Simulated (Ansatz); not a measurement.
# Compressing and expanding a frame of glassy nearly rigid 58SiO2-7Al2O3-4FeO-16MgO-13CaO-2Na2O (mol %) from 1700 K (126 atoms), part 3 of 3

Aim: relax a frame of glassy nearly rigid 58SiO2-7Al2O3-4FeO-16MgO-13CaO-2Na2O (mol %) from 1700 K (126 atoms), then change its volume to read the bulk modulus from the stress.

Ansatz 0.2.0; Kohn-Sham DFT, RPBE, PAW (set soft_2), plane waves.

The cell: 26 Si, 6 Al, 2 Fe, 7 Mg, 6 Ca, 2 Na and 77 O. The network of bonds at the start is that of the classical potential that made the cell. Without a Hubbard term or exact exchange, open shells on Fe are likely too delocalised. The Brillouin zone is sampled at Γ only.

So far. Step 2 (Single point at the start): The r.m.s. force at the start is 2.1 eV/Å. Step 3 (Cell and atoms relaxed): The relaxation converged after 29 steps, with a largest force component of 0.023 eV/Å.

**5. Volume -3 %**

The relaxed cell is scaled evenly and the atoms are relaxed again; the stress at the end gives one point of P(V).

input.yaml reads:

```yaml
crystal:
  lattice:
    - [12.08755, 0.40116, 0.15183]
    - [0.40116, 12.0847, 0.08668]
    - [0.15183, 0.08668, 12.06761]
  atoms:
    [... the 126 atom lines of step 4 ...]
magnetization:
  spin_polarized: true
kpoints:
  mp_grid: { grid: [1, 1, 1] }
hamiltonian:
  xc: rpbe
scf:
  occupations: { method: gaussian, width: 0.05 }
  lower_state_search: "off"
output:
  forces: true
  eigenvalues: true
  stress: true
relax:
  f_tol: 0.05
  max_steps: 70
```

Command:

```
ansatz run input.yaml --threads 4 --pin off --max-ram 8192MiB --backend cpu --events-out ev --progress --plain --runs-dir out
```

Numbers of over 12 decimals in the logs are rounded to 6 here.

Output:

```text
Warning: output.stress: scf.convergence.dr2_threshold = 1e-7 eV (the SCF's general default) is looser than the 1.08e-8 eV advised for a printed stress (1e-10 eV for each atom of the cell: 126, of which 108 are counted). What an SCF threshold leaves in a stress goes as its square root, and in the free energy as the threshold itself, and one threshold admits the most on a small cell: [...]
[...]
Crystal: 126 atoms, lattice volume = 1760.468 Å³
Basis set: ecut = 420 eV, 34431 PW (Γ), exchange–correlation on 162×162×162 points (8 copies of the dense FFT grid, shifted against one another)
Bands: 512, of which v1, the nominal top of the filled ones, is band 382 counted from 1 (381 counted from 0)
Symmetry: 1 space group operations
[...]
k-points: 1
[...]
Starting moments: Σ|m| = 8 μB on 2 of 126 sites
[...]
SCF iter   1: F=—  HF=-100299.442275 eV  |F-HF|=—  |Δ(HF+E_count)|=         —  Δρ=1.28e-1 (↑1.28e-1 ↓5.23e-2)  dr2=7.56e2  dr2_m=3.83e1  M=-0.007 μB ∫|m|=0.553 μB  β_m=0.30  ethr=3.10e-3  ⟨swp⟩=8.5  Hψ=4858  notcnv=0  defer=178
[...]
SCF iter   9: F=—  HF=-100189.919014 eV  |F-HF|=—  |Δ(HF+E_count)|=   2.91e-1  Δρ=2.38e-3 (↑2.38e-3 ↓1.95e-3)  dr2=2.90e-1  dr2_m=7.51e-3  M=-8.000 μB ∫|m|=8.230 μB  β_m=0.54  ethr=7.53e-5  ⟨swp⟩=4.0  Hψ=1768  notcnv=0  defer=247
[...]
SCF iter  15: F=—  HF=-100189.931285 eV  |F-HF|=—  |Δ(HF+E_count)|=   1.32e-4  Δρ=5.68e-5 (↑5.68e-5 ↓3.59e-5)  dr2=7.35e-5  dr2_m=8.53e-6  M=-8.000 μB ∫|m|=8.231 μB  β_m=0.80  ethr=1.31e-8  ⟨swp⟩=2.5  Hψ=1676  notcnv=0  defer=247
SCF iter  16: F=-100189.931301 eV  HF=-100189.931305 eV  |F-HF|=3.86e-6  |Δ(HF+E_count)|=   1.95e-5  Δρ=2.57e-5 (↑2.57e-5 ↓1.11e-5)  dr2=1.11e-5  dr2_m=2.18e-6  M=-8.000 μB ∫|m|=8.230 μB  ethr=8.18e-9  ⟨swp⟩=19.0  Hψ=7038  notcnv=0
SCF 1 converged in 16 iterations: F = -100189.931301 eV  dr2 = 1.11e-5
[...]
relax step   1: F+E_penalty+E_count = -100189.93130072 eV  Δ(F+E_penalty+E_count) = +0.000e0 eV  max|allowed force component| = 6.995e-1 eV/Å  Δτ_max = 0.0000 Å  (16 SCF iters, dr2 threshold 6.25e-5 eV, accepted)
[...]
relax step   2: F+E_penalty+E_count = -100190.18800123 eV  Δ(F+E_penalty+E_count) = -2.567e-1 eV  max|allowed force component| = 3.649e-1 eV/Å  Δτ_max = 0.0519 Å  (7 SCF iters, dr2 threshold 3.06e-5 eV, accepted)
[...]
relax step   3: F+E_penalty+E_count = -100190.34685841 eV  Δ(F+E_penalty+E_count) = -1.589e-1 eV  max|allowed force component| = 1.634e-1 eV/Å  Δτ_max = 0.0592 Å  (9 SCF iters, dr2 threshold 8.32e-6 eV, accepted)
[...]
relax step   4: F+E_penalty+E_count = -100190.36367884 eV  Δ(F+E_penalty+E_count) = -1.682e-2 eV  max|allowed force component| = 9.232e-2 eV/Å  Δτ_max = 0.0284 Å  (8 SCF iters, dr2 threshold 5.35e-6 eV, accepted)
[...]
relax step   5: F+E_penalty+E_count = -100190.37371503 eV  Δ(F+E_penalty+E_count) = -1.004e-2 eV  max|allowed force component| = 1.414e-1 eV/Å  Δτ_max = 0.0388 Å  (13 SCF iters, accepted)
[...]
relax step   6: F+E_penalty+E_count = -100190.38524937 eV  Δ(F+E_penalty+E_count) = -1.153e-2 eV  max|allowed force component| = 5.027e-2 eV/Å  Δτ_max = 0.0316 Å  (6 SCF iters, dr2 threshold 6.38e-6 eV, accepted)
[...]
relax step   7: F+E_penalty+E_count = -100190.38716269 eV  Δ(F+E_penalty+E_count) = -1.913e-3 eV  max|allowed force component| = 4.732e-2 eV/Å  Δτ_max = 0.0119 Å  (9 SCF iters, accepted)
SCF converged after 9 iterations
Magnetization: -8.0000 μB (378.0000 up, 386.0000 down)
Absolute magnetization: 8.2275 μB (∫|ρ↑−ρ↓|, with the PAW one-centre terms)
[...]
Per-site moments (μB) at R_I (Å): [(-1.980451073311201e-5, 0.640933), (-1.1469966999092157e-5, 0.647631), (-1.532003852482367e-5, 0.666073), (-8.357595310664878e-5, 0.669166), (-9.185519635835879e-7, 0.670713), [...]
Free energy (F): -100190.387163 eV
[...]
Internal energy: -100190.387163 eV  (E = F + TS)
E sigma→0 (E₀):  -100190.387163 eV
Fermi energy:    6.465928 eV
[...]
Σ components = -100190.387163   (vs F -100190.387163, Δ=0.00e0)
--- Forces (eV/Å), atoms counted from 1 ---
  atom   1  Si     0.01445399     0.00317154     0.00430545
  atom   2  Si     0.01044807     0.00674816    -0.00122060
  atom   3  Si     0.01131336    -0.01287975    -0.01022653
  atom   4  Si    -0.01542022     0.01572600    -0.00607639
[...]
atom 126  O      0.00132260     0.01050741    -0.00265385
  max |Σ_I F_I| component: 2.39e-4 eV/Å
--- Stress (GPa, compression-positive) ---
        1.536355      -0.074784      -0.119671
       -0.074823       1.584470      -0.178482
       -0.119651      -0.178507       1.604886
  P = ⅓ Tr σ = 1.5752 GPa (15.752 kbar)
--- Band table (eV) ---
[...]
--- Relaxed structure (7 steps of the walk, 7 accepted, 0 SCFs on fresh bases) ---
  F+E_penalty+E_count = -100190.38716269 eV   max|allowed force component| = 4.732e-2 eV/Å
  atoms:
    - { symbol: Si, position: [0.693316, 0.952053, 0.423147] }
    - { symbol: Si, position: [0.384379, 0.943304, 0.061589] }
    - { symbol: Si, position: [0.696955, 0.488307, 0.576795] }
    - { symbol: Si, position: [0.450144, 0.833850, 0.663822] }
[...]
- { symbol: O, position: [0.903463, 0.251450, 0.380980] }
```

Wall time 7.4 min (4 threads of Arm Neoverse V2, shared host); peak memory 4.6 GiB.

The program notes that the SCF threshold is loose for the stress.

The relaxation converged after 7 steps, 0.456 eV below its start, with a largest force component of 0.047 eV/Å.

Volume -3 %: the energy stands 0.268 eV above that of the reference, at a pressure of 1.58 GPa.

**6. Volume +3 %**

The relaxed cell is scaled to another volume.

Input and log are left out; they have the form of those shown for this kind of step.

Elapsed: 9.2 min, on 4 threads of Arm Neoverse V2, shared host; peak memory 5 GiB; 36 min of CPU time.

The relaxation converged after 8 steps, 0.411 eV below its start, with a largest force component of 0.026 eV/Å.

Volume +3 %: the energy stands 0.235 eV above that of the reference, at a pressure of -1.39 GPa.

**7. Volume -6 %**

The relaxed cell is scaled to another volume.

Input and log are left out; they have the form of those shown for this kind of step.

Elapsed: 12 min, on 4 threads of Arm Neoverse V2, shared host; peak memory 4.5 GiB.

The relaxation converged after 12 steps, 1.97 eV below its start, with a largest force component of 0.044 eV/Å.

Volume -6 %: the energy stands 1.08 eV above that of the reference, at a pressure of 3.24 GPa.

**8. Volume +6 %**

The relaxed cell is scaled to another volume.

input.yaml, the sections that differ from step 5:

```yaml
crystal:
  lattice:
    - [12.45039, 0.4132, 0.15639]
    - [0.4132, 12.44745, 0.08928]
    - [0.15639, 0.08928, 12.42986]
  atoms:
    [... the 126 atom lines of step 4 ...]
# magnetization, kpoints, hamiltonian, scf, output, relax: as in step 5
```

Output:

```text
[...]
Crystal: 126 atoms, lattice volume = 1923.811 Å³
Basis set: ecut = 420 eV, 37601 PW (Γ), exchange–correlation on 180×180×180 points (8 copies of the dense FFT grid, shifted against one another)
Bands: 512, of which v1, the nominal top of the filled ones, is band 382 counted from 1 (381 counted from 0)
Symmetry: 1 space group operations
[...]
k-points: 1
[...]
Starting moments: Σ|m| = 8 μB on 2 of 126 sites
[...]
SCF iter   1: F=—  HF=-100293.655342 eV  |F-HF|=—  |Δ(HF+E_count)|=         —  Δρ=1.22e-1 (↑1.22e-1 ↓4.79e-2)  dr2=7.44e2  dr2_m=3.84e1  M=-0.005 μB ∫|m|=0.552 μB  β_m=0.30  ethr=3.10e-3  ⟨swp⟩=8.0  Hψ=5172  notcnv=0  defer=156
[...]
SCF iter   5: F=—  HF=-100199.461103 eV  |F-HF|=—  |Δ(HF+E_count)|=    8.68e0  Δρ=5.57e-2 (↑5.57e-2 ↓3.63e-2)  dr2=2.11e2  dr2_m=8.40e0  M=-4.000 μB ∫|m|=4.832 μB  β_m=0.10  ethr=3.10e-3  ⟨swp⟩=3.0  Hψ=1968  notcnv=0  defer=246
[...]
SCF iter  19: F=—  HF=-100188.193339 eV  |F-HF|=—  |Δ(HF+E_count)|=   1.22e-4  Δρ=8.78e-5 (↑8.78e-5 ↓4.83e-5)  dr2=1.76e-4  dr2_m=2.35e-5  M=-8.000 μB ∫|m|=8.233 μB  β_m=0.78  ethr=5.65e-8  ⟨swp⟩=3.0  Hψ=1546  notcnv=0  defer=244
SCF iter  20: F=-100188.193326 eV  HF=-100188.193362 eV  |F-HF|=3.69e-5  |Δ(HF+E_count)|=   2.30e-5  Δρ=5.05e-5 (↑5.05e-5 ↓3.07e-5)  dr2=5.79e-5  dr2_m=8.29e-6  M=-8.000 μB ∫|m|=8.234 μB  ethr=8.18e-9  ⟨swp⟩=15.0  Hψ=7201  notcnv=0
SCF 1 converged in 20 iterations: F = -100188.193326 eV  dr2 = 5.79e-5
[...]
relax step   1: F+E_penalty+E_count = -100188.19332550 eV  Δ(F+E_penalty+E_count) = +0.000e0 eV  max|allowed force component| = 1.182e0 eV/Å  Δτ_max = 0.0000 Å  (20 SCF iters, dr2 threshold 6.25e-5 eV, accepted)
[... from here on, the SCF cycles and remarks between the steps are left out ...]
relax step   2: F+E_penalty+E_count = -100189.07898228 eV  Δ(F+E_penalty+E_count) = -8.857e-1 eV  max|allowed force component| = 6.308e-1 eV/Å  Δτ_max = 0.1151 Å  (8 SCF iters, dr2 threshold 8.73e-5 eV, accepted)
relax step   3: F+E_penalty+E_count = -100189.57159033 eV  Δ(F+E_penalty+E_count) = -4.926e-1 eV  max|allowed force component| = 3.400e-1 eV/Å  Δτ_max = 0.1144 Å  (10 SCF iters, dr2 threshold 2.49e-5 eV, accepted)
relax step   4: F+E_penalty+E_count = -100189.64786274 eV  Δ(F+E_penalty+E_count) = -7.627e-2 eV  max|allowed force component| = 1.874e-1 eV/Å  Δτ_max = 0.0623 Å  (6 SCF iters, dr2 threshold 3.29e-5 eV, accepted)
relax step   5: F+E_penalty+E_count = -100189.69799213 eV  Δ(F+E_penalty+E_count) = -5.013e-2 eV  max|allowed force component| = 1.332e-1 eV/Å  Δτ_max = 0.0728 Å  (9 SCF iters, dr2 threshold 1.02e-5 eV, accepted)
relax step   6: F+E_penalty+E_count = -100189.70916266 eV  Δ(F+E_penalty+E_count) = -1.117e-2 eV  max|allowed force component| = 1.167e-1 eV/Å  Δτ_max = 0.0268 Å  (7 SCF iters, dr2 threshold 5.39e-6 eV, accepted)
relax step   7: F+E_penalty+E_count = -100189.71795298 eV  Δ(F+E_penalty+E_count) = -8.790e-3 eV  max|allowed force component| = 5.769e-2 eV/Å  Δτ_max = 0.0343 Å  (6 SCF iters, dr2 threshold 6.88e-6 eV, accepted)
relax step   8: F+E_penalty+E_count = -100189.72166194 eV  Δ(F+E_penalty+E_count) = -3.709e-3 eV  max|allowed force component| = 4.049e-2 eV/Å  Δτ_max = 0.0366 Å  (11 SCF iters, accepted)
SCF converged after 11 iterations
Magnetization: -8.0000 μB (378.0000 up, 386.0000 down)
Absolute magnetization: 8.2443 μB (∫|ρ↑−ρ↓|, with the PAW one-centre terms)
[...]
Per-site moments (μB) at R_I (Å): [(-2.2643085654198418e-5, 0.643714), (-1.639071594853288e-5, 0.653556), (-2.1396211482663223e-5, 0.668386), (-0.000141813, 0.669299), (2.051852832932435e-6, 0.675351), [...]
Free energy (F): -100189.721662 eV
[...]
Internal energy: -100189.721662 eV  (E = F + TS)
E sigma→0 (E₀):  -100189.721662 eV
Fermi energy:    5.521803 eV
[...]
Σ components = -100189.721662   (vs F -100189.721662, Δ=0.00e0)
--- Forces (eV/Å), atoms counted from 1 ---
  atom   1  Si     0.00641096    -0.00502598     0.00259479
  atom   2  Si    -0.01507631     0.00443002    -0.01321830
  atom   3  Si     0.00841533    -0.00081467     0.01663665
  atom   4  Si     0.01542998    -0.02977588    -0.00199204
[...]
atom 126  O      0.00048370    -0.01198875    -0.00130698
  max |Σ_I F_I| component: 5.32e-5 eV/Å
--- Stress (GPa, compression-positive) ---
       -2.553296       0.174792       0.246272
        0.174776      -2.762389       0.380158
        0.246277       0.380159      -2.773228
  P = ⅓ Tr σ = -2.6963 GPa (-26.963 kbar)
--- Band table (eV) ---
[...]
--- Relaxed structure (8 steps of the walk, 8 accepted, 0 SCFs on fresh bases) ---
  F+E_penalty+E_count = -100189.72166194 eV   max|allowed force component| = 4.049e-2 eV/Å
  atoms:
    - { symbol: Si, position: [0.699679, 0.957239, 0.436944] }
    - { symbol: Si, position: [0.386177, 0.942082, 0.051971] }
    - { symbol: Si, position: [0.689121, 0.489017, 0.576149] }
    - { symbol: Si, position: [0.437579, 0.824038, 0.655733] }
[...]
- { symbol: O, position: [0.905614, 0.253936, 0.376224] }
```

Wall time 9.7 min (4 threads); peak memory 5.1 GiB.

The relaxation converged after 8 steps, 1.53 eV below its start, with a largest force component of 0.040 eV/Å.

Volume +6 %: the energy stands 0.934 eV above that of the reference, at a pressure of -2.70 GPa.

**9. Volume -10 %**

The relaxed cell is scaled to another volume.

Input and log are left out; they have the form of those shown for this kind of step.

Wall time 16 min (4 threads of Arm Neoverse V2, shared host); peak memory 4.3 GiB.

The relaxation was stopped at its limit after 12 steps, 5.99 eV below its start, with a largest force component of 0.18 eV/Å.

Volume -10 %: the energy stands 3.07 eV above that of the reference.

**10. Pressure against volume**

Atoms are relaxed at each volume, in the scaled cell.

```tsv
volume change (%)	volume (Å³/atom)	energy change (meV/atom)	pressure (GPa)	largest move on relaxing (Å)	bonds	gap (eV)
-6	13.540	8.60	3.24	0.33	204	0.347
-3	13.972	2.13	1.58	0.13	200	0.412
+0	14.404	0.00	0.01	-	197	0.494
+3	14.836	1.87	-1.39	0.17	197	0.555
+6	15.268	7.41	-2.70	0.32	193	0.614
```

**11. Findings**

The bulk modulus, from the slope of pressure against ln V over the three points nearest the relaxed volume, is 49.4 GPa; a quadratic over all points gives a pressure derivative of about 1.8. The count of bonds runs from 193 to 204 over the series, so at some points contacts cross the cutoffs. The gap goes from 0.347 eV at the smallest volume to 0.614 eV at the largest, +2.3 eV per unit of ln V by a straight line, on the run's k-points.

**Limits.** Strains are finite and relaxations stop at the force tolerance of the input, which can leave moduli too stiff; they are those of a static cell at zero temperature. Volumes are changed with the cell's shape held, so in an anisotropic solid the modulus lies over the one under free hydrostatic load. The program notes that the SCF threshold of the relaxations is loose for the stress. In the spin-polarised runs the search for a state of lower energy was switched off. The run was spin polarised, started with 2 parallel moments, ending at -8.0 μB in the cell; that starting order needn't be the real material's, and it bears on forces, charges and levels. With open d shells in the cell, the gap can be one between d levels of these ions, not the gap of the host.

The DFT runs together took 90 min of wall time.

[Logs are printed without paths, hosts, clocks, repeated set-up lines and the standing remarks that a program may print on its own settings, such as how far it seeks lower states.]

[Hosts, paths, dates, database ids (printed as entryN), source tags and the programs' standing remarks are cut or masked in the printed files.]
